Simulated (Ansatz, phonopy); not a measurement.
# BaY (hypothetical, Pm-3m): phonons against volume, part 3 of 3

Wanted: mode Grüneisen parameters of BaY (hypothetical) and a free-energy fit over volumes. The crystal structure is hypothetical: it was made by swapping elements on a known structure type.

Ansatz 0.2.0; DFT PBE, scalar-relativistic, plane waves, PAW.

So far, highest frequency (cm⁻¹): step 6 (lattice dynamics at this volume, V/V0 1) 102.

## Step 9: A cell at another volume, V/V0 0.985

Symmetry fixes every atom, so a single point at the scaled cell gives the energy and pressure of this member.

The cell differs from the one that the last finished run ended in (a 4.441 → 4.397 Å, b 4.441 → 4.397 Å, c 4.441 → 4.397 Å).

Input file input.yaml:

```yaml
crystal:
  lattice:
    - [4.3968703094, 0.0, 0.0]
    - [0.0, 4.3968703094, 0.0]
    - [0.0, 0.0, 4.3968703094]
  atoms:
    - { symbol: Ba, position: [0.0, 0.0, 0.0] }
    - { symbol: "Y", position: [0.5, 0.5, 0.5] }
kpoints:
  mp_grid: { grid: [12, 12, 12] }
hamiltonian:
  xc: pbe
scf:
  occupations: { method: methfessel_paxton, width: 0.2 }
output:
  forces: true
  stress: true
  eigenvalues: true
```

The run is started by

```bash
$ ansatz run input.yaml --threads 4 --pin off --max-ram 8192MiB --backend cpu --events-out ev --progress --plain --runs-dir out
```

Numbers of over 12 decimals in the logs are rounded to 6 here.

The program printed:

```text
[...]
Crystal: 2 atoms, lattice volume = 85.002 Å³
Basis set: ecut = 420 eV, 1647 PW (Γ), exchange–correlation on 60×60×60 points (8 copies of the dense FFT grid, shifted against one another)
Bands: 15, of which v1, the nominal top of the filled ones, is band 11 counted from 1 (10 counted from 0)
Symmetry: 48 space group operations
[...]
k-points: 84 of 1728
[...]
P = ⅓ Tr σ = 0.2907 GPa (2.907 kbar)
--- Band table (eV; the first three rows and the last of 84) ---
  k-point 0: bands = [... 7 lower, -4.9356, 4.4714, 7.0225, 7.0225, 9.6787, 9.6787, 9.6787, 11.6429]
  k-point 1: bands = [... 7 lower, -4.9344, 4.5600, 7.0659, 7.0850, 9.6566, 9.6566, 9.7060, 11.4646]
  k-point 2: bands = [... 7 lower, -4.9313, 4.8161, 7.1951, 7.2475, 9.6044, 9.6044, 9.7847, 11.0214]
  k-point 83: bands = [... 7 lower, -5.2028, 7.9622, 7.9622, 7.9622, 8.7916, 8.7916, 8.7916, 10.8168]
[key lines of the parts left out:]
SCF converged after 6 iterations
Free energy (F): -9797.537519 eV
Fermi energy:    8.089339 eV
```

Run time: 1.8 s. Hardware: 4 threads of Arm Neoverse V1, shared host; peak memory 0.43 GiB.

The run ends at a pressure of 0.29 GPa.

## Step 10: Phonons, V/V0 0.985

The same q-mesh and k-mesh are kept at every volume, so that much of their error can cancel in the differences.

input.yaml, the sections that differ from step 9:

```yaml
output:
  eigenvalues: true
phonons:
  method: dfpt
  qmesh: [4, 4, 4]
  temperatures: { t_max: 1000, t_step: 50 }
  qpath:
    path:
      - [[0.0, 0.0, 0.0], [0.0, 0.5, 0.0], [0.5, 0.5, 0.0], [0.0, 0.0, 0.0], [0.5, 0.5, 0.5], [0.0, 0.5, 0.0]]
      - [[0.5, 0.5, 0.5], [0.5, 0.5, 0.0]]
    npoints: 10
# crystal, kpoints, hamiltonian, scf: as in step 9
```

The program printed:

```text
[...]
Crystal: 2 atoms, lattice volume = 85.002 Å³
Basis set: ecut = 420 eV, 1647 PW (Γ), exchange–correlation on 60×60×60 points (8 copies of the dense FFT grid, shifted against one another)
Bands: 15, of which v1, the nominal top of the filled ones, is band 11 counted from 1 (10 counted from 0)
Symmetry: 48 space group operations
k-points: 84 of 1728
[...]
k-point 83: bands = [... 7 lower, -5.2028, 7.9622, 7.9622, 7.9622, 8.7916, 8.7916, 8.7916, 10.8168]
[...]
ASR residual: 1.478e-5 → 0.000e0 eV/Å²; symmetrization residual: 2.184e-5 eV/Å²
  ASR residual per site (eV/Å²): 1.48e-5 1.24e-5
  Γ frequencies (cm⁻¹): 0.00 0.00 0.00 103.13 103.13 103.13
--- Phonons (arbitrary-q DFPT): 10 irreducible q on the 4×4×4 mesh ---
[...]
interpolated dispersion: 62 rows × 6 modes
[...]
[key lines of the parts left out:]
SCF converged after 8 iterations
Free energy (F): -9797.537519 eV
Fermi energy:    8.089343 eV
```

The job ended after 8.7 min (4 threads; peak memory 3.1 GiB).

No LO-TO term. The phonon branches at the labelled points (cm⁻¹):

| point | branch 1 | branch 2 | branch 3 | branch 4 | branch 5 | branch 6 |
| --- | --- | --- | --- | --- | --- | --- |
| Γ | 0 | 0 | 0 | 103 | 103 | 103 |
| halfway | 35 | 35 | 40 | 86 | 96 | 96 |
| X | 52 | 52 | 54 | 63 | 89 | 89 |
| halfway | 11 | 34 | 51 | 80 | 91 | 97 |
| M | -13 | -13 | 49 | 93 | 93 | 94 |
| halfway | 17 | 43 | 54 | 76 | 94 | 100 |
| Γ | 0 | 0 | 0 | 103 | 103 | 103 |
| halfway | 40 | 40 | 43 | 89 | 92 | 92 |
| R | 67 | 67 | 67 | 69 | 69 | 69 |
| halfway | 22 | 38 | 61 | 80 | 82 | 100 |
| X | 52 | 52 | 54 | 63 | 89 | 89 |
| jump to R | 67 | 67 | 67 | 69 | 69 | 69 |
| halfway | 36 | 36 | 62 | 86 | 86 | 86 |
| M | -13 | -13 | 49 | 93 | 93 | 94 |

The phonon branches as a text plot (rows in cm⁻¹):

```
    101 |***               ************             ***
     96 |  ***    ****** **  ****      *           *   *
     91 |     ***************       *   ****      *     **    ***
     86 |   *       **    *    *         ** *         ***    *
     81 |    *             **        ***   *     *****     **
     76 |          *         **             **  ** *  *    *
     72 |     *   *                          *   **    *  *
     67 |      *                              *****       ***
     62 |       **                           *  *  **   ***  *
     57 |                                   **   *   ** *     *
     52 |      *******       **      ***   *     *     *** *   *
     47 |     *  **   *******            ** *     *             *
     42 |    *     *       *** *        *  *      **  * *   *
     38 |   *                 *     *    **         **       *
     33 |                 *     *      *           *   *
     28 |  *      * *          *     **
     23 |  *       *            *                   * *
     18 | *          *   *   ***   **                         *
     13 | *                **   **                   *
      9 |*            *          * *                           *
      4 |
     -1 |                         *
     -6 |           *   * *
    -11 |            *****                                      *
         Γ      X      M          Γ            R        X|R     M
```

The lowest solved frequency is -12.7 cm⁻¹, so the cell is unstable here and gives no valid free energy. The highest zone-centre mode (no LO–TO term) moved by +0.7 % for a volume change of -1.5 %.

## Step 11: A cell at another volume, V/V0 1.03

Symmetry fixes every atom, so a single point at the scaled cell gives the energy and pressure of this member.

The cell differs from the one that the last finished run ended in (a 4.397 → 4.463 Å, b 4.397 → 4.463 Å, c 4.397 → 4.463 Å).

input.yaml, the sections that differ from step 10:

```yaml
crystal:
  lattice:
    - [4.4628331861, 0.0, 0.0]
    - [0.0, 4.4628331861, 0.0]
    - [0.0, 0.0, 4.4628331861]
  atoms:
    - { symbol: Ba, position: [0.0, 0.0, 0.0] }
    - { symbol: "Y", position: [0.5, 0.5, 0.5] }
output:
  forces: true
  stress: true
  eigenvalues: true
# kpoints, hamiltonian, scf: as in step 10
# phonons: removed
```

The program printed:

```text
[...]
Crystal: 2 atoms, lattice volume = 88.886 Å³
Basis set: ecut = 420 eV, 1743 PW (Γ), exchange–correlation on 60×60×60 points (8 copies of the dense FFT grid, shifted against one another)
Bands: 15, of which v1, the nominal top of the filled ones, is band 11 counted from 1 (10 counted from 0)
Symmetry: 48 space group operations
[...]
k-points: 84 of 1728
[...]
P = ⅓ Tr σ = -0.5264 GPa (-5.264 kbar)
--- Band table (eV; the first three rows and the last of 84) ---
  k-point 0: bands = [... 7 lower, -5.4390, 4.0670, 6.6762, 6.6762, 9.1890, 9.1890, 9.1890, 11.0856]
  k-point 1: bands = [... 7 lower, -5.4379, 4.1506, 6.7179, 6.7320, 9.1681, 9.1681, 9.2149, 10.9226]
  k-point 2: bands = [... 7 lower, -5.4350, 4.3932, 6.8419, 6.8745, 9.1178, 9.1178, 9.2895, 10.5117]
  k-point 83: bands = [... 7 lower, -5.6691, 7.5377, 7.5377, 7.5377, 8.2816, 8.2816, 8.2816, 10.1791]
[key lines of the parts left out:]
SCF converged after 6 iterations
Free energy (F): -9797.534333 eV
Fermi energy:    7.665063 eV
```

Elapsed: 1.7 s, on 4 threads; peak memory 0.43 GiB.

The run ends at a pressure of -0.53 GPa.

## Step 12: Lattice dynamics at this volume, V/V0 1.03

Phonons at this volume give one point of F(V, T); meshes stay fixed along the series.

input.yaml, the sections that differ from step 11:

```yaml
output:
  eigenvalues: true
phonons:
  method: dfpt
  qmesh: [4, 4, 4]
  temperatures: { t_max: 1000, t_step: 50 }
  qpath:
    path:
      - [[0.0, 0.0, 0.0], [0.0, 0.5, 0.0], [0.5, 0.5, 0.0], [0.0, 0.0, 0.0], [0.5, 0.5, 0.5], [0.0, 0.5, 0.0]]
      - [[0.5, 0.5, 0.5], [0.5, 0.5, 0.0]]
    npoints: 10
# crystal, kpoints, hamiltonian, scf: as in step 11
```

The program printed:

```text
[...]
Crystal: 2 atoms, lattice volume = 88.886 Å³
Basis set: ecut = 420 eV, 1743 PW (Γ), exchange–correlation on 60×60×60 points (8 copies of the dense FFT grid, shifted against one another)
Bands: 15, of which v1, the nominal top of the filled ones, is band 11 counted from 1 (10 counted from 0)
Symmetry: 48 space group operations
k-points: 84 of 1728
[...]
k-point 83: bands = [... 7 lower, -5.6691, 7.5377, 7.5377, 7.5377, 8.2816, 8.2816, 8.2816, 10.1791]
[...]
ASR residual: 2.361e-5 → 0.000e0 eV/Å²; symmetrization residual: 1.849e-5 eV/Å²
  ASR residual per site (eV/Å²): 2.36e-5 4.03e-6
  Γ frequencies (cm⁻¹): 0.00 0.00 0.00 100.82 100.82 100.82
--- Phonons (arbitrary-q DFPT): 10 irreducible q on the 4×4×4 mesh ---
[...]
interpolated dispersion: 62 rows × 6 modes
[...]
[key lines of the parts left out:]
SCF converged after 8 iterations
Free energy (F): -9797.534333 eV
Fermi energy:    7.665069 eV
```

Wall time 9.1 min (4 threads); peak memory 3.3 GiB.

The lowest solved frequency is -13.6 cm⁻¹, so the cell is unstable here and gives no valid free energy. The highest zone-centre mode (no LO–TO term) moved by -1.5 % for a volume change of +3.0 %.

## Step 13: A cell at another volume, V/V0 0.97

Symmetry fixes every atom, so a single point at the scaled cell gives the energy and pressure of this member.

The cell differs from the one that the last finished run ended in (a 4.463 → 4.374 Å, b 4.463 → 4.374 Å, c 4.463 → 4.374 Å).

input.yaml, the sections that differ from step 12:

```yaml
crystal:
  lattice:
    - [4.3744369073, 0.0, 0.0]
    - [0.0, 4.3744369073, 0.0]
    - [0.0, 0.0, 4.3744369073]
  atoms:
    - { symbol: Ba, position: [0.0, 0.0, 0.0] }
    - { symbol: "Y", position: [0.5, 0.5, 0.5] }
output:
  forces: true
  stress: true
  eigenvalues: true
# kpoints, hamiltonian, scf: as in step 12
# phonons: removed
```

The program printed:

```text
[...]
Crystal: 2 atoms, lattice volume = 83.708 Å³
Basis set: ecut = 420 eV, 1647 PW (Γ), exchange–correlation on 60×60×60 points (8 copies of the dense FFT grid, shifted against one another)
Bands: 15, of which v1, the nominal top of the filled ones, is band 11 counted from 1 (10 counted from 0)
Symmetry: 48 space group operations
[...]
k-points: 84 of 1728
[...]
P = ⅓ Tr σ = 0.6015 GPa (6.015 kbar)
--- Band table (eV; the first three rows and the last of 84) ---
  k-point 0: bands = [... 7 lower, -4.7595, 4.6160, 7.1442, 7.1442, 9.8509, 9.8509, 9.8509, 11.8389]
  k-point 1: bands = [... 7 lower, -4.7583, 4.7063, 7.1882, 7.2092, 9.8284, 9.8284, 9.8787, 11.6550]
  k-point 2: bands = [... 7 lower, -4.7552, 4.9672, 7.3192, 7.3788, 9.7755, 9.7755, 9.9589, 11.2003]
  k-point 83: bands = [... 7 lower, -5.0406, 8.1125, 8.1125, 8.1125, 8.9727, 8.9727, 8.9727, 11.0412]
[key lines of the parts left out:]
SCF converged after 6 iterations
Free energy (F): -9797.533928 eV
Fermi energy:    8.238821 eV
```

Run time: 1.8 s. Hardware: 4 threads; peak memory 0.43 GiB; 6.7 s of CPU time.

The run ends at a pressure of 0.60 GPa.

## Step 14: Phonons, V/V0 0.97

Phonons at this volume give one point of F(V, T); meshes stay fixed along the series.

input.yaml, the sections that differ from step 13:

```yaml
output:
  eigenvalues: true
phonons:
  method: dfpt
  qmesh: [4, 4, 4]
  temperatures: { t_max: 1000, t_step: 50 }
  qpath:
    path:
      - [[0.0, 0.0, 0.0], [0.0, 0.5, 0.0], [0.5, 0.5, 0.0], [0.0, 0.0, 0.0], [0.5, 0.5, 0.5], [0.0, 0.5, 0.0]]
      - [[0.5, 0.5, 0.5], [0.5, 0.5, 0.0]]
    npoints: 10
# crystal, kpoints, hamiltonian, scf: as in step 13
```

The program printed:

```text
[...]
Crystal: 2 atoms, lattice volume = 83.708 Å³
Basis set: ecut = 420 eV, 1647 PW (Γ), exchange–correlation on 60×60×60 points (8 copies of the dense FFT grid, shifted against one another)
Bands: 15, of which v1, the nominal top of the filled ones, is band 11 counted from 1 (10 counted from 0)
Symmetry: 48 space group operations
k-points: 84 of 1728
[...]
k-point 83: bands = [... 7 lower, -5.0406, 8.1125, 8.1125, 8.1125, 8.9727, 8.9727, 8.9727, 11.0412]
[...]
ASR residual: 1.919e-5 → 0.000e0 eV/Å²; symmetrization residual: 2.232e-5 eV/Å²
  ASR residual per site (eV/Å²): 1.92e-5 1.56e-5
  Γ frequencies (cm⁻¹): 0.00 0.00 0.00 103.82 103.82 103.82
--- Phonons (arbitrary-q DFPT): 10 irreducible q on the 4×4×4 mesh ---
[...]
interpolated dispersion: 62 rows × 6 modes
[...]
[key lines of the parts left out:]
SCF converged after 8 iterations
Free energy (F): -9797.533928 eV
Fermi energy:    8.238825 eV
```

Elapsed: 9.2 min, on 4 threads; peak memory 3.1 GiB.

The lowest solved frequency is -12.7 cm⁻¹, so the cell is unstable here and gives no valid free energy. The highest zone-centre mode (no LO–TO term) moved by +1.4 % for a volume change of -3.0 %.

## Step 15: Single point at a scaled cell, V/V0 1.05

Symmetry fixes every atom, so a single point at the scaled cell gives the energy and pressure of this member.

The cell differs from the one that the last finished run ended in (a 4.374 → 4.492 Å, b 4.374 → 4.492 Å, c 4.374 → 4.492 Å).

input.yaml, the sections that differ from step 14:

```yaml
crystal:
  lattice:
    - [4.4915338668, 0.0, 0.0]
    - [0.0, 4.4915338668, 0.0]
    - [0.0, 0.0, 4.4915338668]
  atoms:
    - { symbol: Ba, position: [0.0, 0.0, 0.0] }
    - { symbol: "Y", position: [0.5, 0.5, 0.5] }
output:
  forces: true
  stress: true
  eigenvalues: true
  write_density: true
  write_potential: true
  elf: true
  volumetric_format: npy
# kpoints, hamiltonian, scf: as in step 14
# phonons: removed
```

The program printed:

```text
[...]
Crystal: 2 atoms, lattice volume = 90.612 Å³
Basis set: ecut = 420 eV, 1791 PW (Γ), exchange–correlation on 64×64×64 points (8 copies of the dense FFT grid, shifted against one another)
Bands: 15, of which v1, the nominal top of the filled ones, is band 11 counted from 1 (10 counted from 0)
Symmetry: 48 space group operations
[...]
k-points: 84 of 1728
[...]
P = ⅓ Tr σ = -0.8406 GPa (-8.406 kbar)
--- Band table (eV; the first three rows and the last of 84) ---
  k-point 0: bands = [... 7 lower, -5.6516, 3.9002, 6.5307, 6.5307, 8.9835, 8.9835, 8.9835, 10.8518]
  k-point 1: bands = [... 7 lower, -5.6506, 3.9817, 6.5717, 6.5838, 8.9630, 8.9630, 9.0088, 10.6949]
  k-point 2: bands = [... 7 lower, -5.6478, 4.2188, 6.6935, 6.7181, 8.9136, 8.9136, 9.0816, 10.2973]
  k-point 83: bands = [... 7 lower, -5.8672, 7.3607, 7.3607, 7.3607, 8.0696, 8.0696, 8.0696, 9.9115]
[key lines of the parts left out:]
SCF converged after 6 iterations
Free energy (F): -9797.526946 eV
Fermi energy:    7.487250 eV
```

Elapsed: 2.1 s, on 4 threads; peak memory 0.44 GiB; 7.8 s of CPU time.

The run ends at a pressure of -0.84 GPa.

## Step 16: Lattice dynamics at this volume, V/V0 1.05

The same q-mesh and k-mesh are kept at every volume, so that much of their error can cancel in the differences.

input.yaml, the sections that differ from step 15:

```yaml
output:
  eigenvalues: true
phonons:
  method: dfpt
  qmesh: [4, 4, 4]
  temperatures: { t_max: 1000, t_step: 50 }
  qpath:
    path:
      - [[0.0, 0.0, 0.0], [0.0, 0.5, 0.0], [0.5, 0.5, 0.0], [0.0, 0.0, 0.0], [0.5, 0.5, 0.5], [0.0, 0.5, 0.0]]
      - [[0.5, 0.5, 0.5], [0.5, 0.5, 0.0]]
    npoints: 10
# crystal, kpoints, hamiltonian, scf: as in step 15
```

The program printed:

```text
[...]
Crystal: 2 atoms, lattice volume = 90.612 Å³
Basis set: ecut = 420 eV, 1791 PW (Γ), exchange–correlation on 64×64×64 points (8 copies of the dense FFT grid, shifted against one another)
Bands: 15, of which v1, the nominal top of the filled ones, is band 11 counted from 1 (10 counted from 0)
Symmetry: 48 space group operations
k-points: 84 of 1728
[...]
k-point 83: bands = [... 7 lower, -5.8672, 7.3607, 7.3607, 7.3607, 8.0696, 8.0696, 8.0696, 9.9115]
[...]
ASR residual: 2.922e-5 → 0.000e0 eV/Å²; symmetrization residual: 2.036e-5 eV/Å²
  ASR residual per site (eV/Å²): 2.92e-5 6.06e-6
  Γ frequencies (cm⁻¹): 0.00 0.00 0.00 99.70 99.70 99.70
--- Phonons (arbitrary-q DFPT): 10 irreducible q on the 4×4×4 mesh ---
[...]
interpolated dispersion: 62 rows × 6 modes
[...]
[key lines of the parts left out:]
SCF converged after 8 iterations
Free energy (F): -9797.526946 eV
Fermi energy:    7.487257 eV
```

Wall time 9.6 min (4 threads); peak memory 3.3 GiB; 38 min of CPU time.

The lowest solved frequency is -14.2 cm⁻¹, so the cell is unstable here and gives no valid free energy. The highest zone-centre mode (no LO–TO term) moved by -2.6 % for a volume change of +5.0 %.

## Step 17: Mode Grüneisen parameters

This step: DFT PBE, scalar-relativistic, plane waves, PAW (phonopy 4.10.0).

Volume series, by row:

| V/V0 | V (Å³/atom) | pressure (GPa) | E - E0 (meV/atom) | gap (eV) | zero-point energy (meV/atom) | lowest on the path (cm⁻¹) | highest at Gamma without the LO-TO term (cm⁻¹) |
| --- | --- | --- | --- | --- | --- | --- | --- |
| 0.97 | 41.85 | 0.602 | 2.256 | 0 | - | -13.42 | 103.8 |
| 0.985 | 42.5 | 0.291 | 0.514 | 0 | - | -13.26 | 103.1 |
| 1 | 43.15 | 0 | 0 | 0 | - | -13.28 | 102.4 |
| 1.015 | 43.8 | -0.272 | 0.632 | 0 | - | -13.45 | 101.6 |
| 1.03 | 44.44 | -0.526 | 2.331 | 0 | - | -13.74 | 100.8 |
| 1.05 | 45.31 | -0.841 | 6.132 | 0 | - | -14.32 | 99.7 |

The optical frequency at Gamma without the LO-TO term, mode 4 by V/V0:

| V/V0 | optical frequency at Gamma without the LO-TO term, mode 4 (cm⁻¹) |
| --- | --- |
| 0.9700 | 104 |
| 0.9850 | 103 |
| 1.0000 | 102 |
| 1.0150 | 102 |
| 1.0300 | 101 |
| 1.0500 | 99.7 |

## Step 18: What came out

```yaml
lowest_frequency_over_the_volumes: -14.3 cm⁻¹
```

In words: Imaginary modes appear at V/V0 = 0.97, 0.985, 1, 1.015, 1.03 and 1.05, so too few stable volumes remain for a free-energy fit. Mode Grüneisen parameters diverge near a vanishing branch and are not given. The softest solved mode at V/V0 = 1.05 is 14i cm⁻¹ at q = (0, -0.5, -0.5), and 1 of 10 solved wavevectors carry a mode beyond 8i cm⁻¹. In a metal soft modes also hang on the k-mesh and the smearing, which were not converged here. The program warned that a few bands missed the eigensolver's threshold in at least one of the runs.

[Logs are printed without paths, hosts, clocks, repeated set-up lines and the standing remarks that a program may print on its own settings, such as how far it seeks lower states.]

[Hosts, paths, dates, database ids (printed as entryN), source tags and the programs' standing remarks are cut or masked in the printed files.]

[A step with changed settings may run another functional than the one named; its input shows which.]


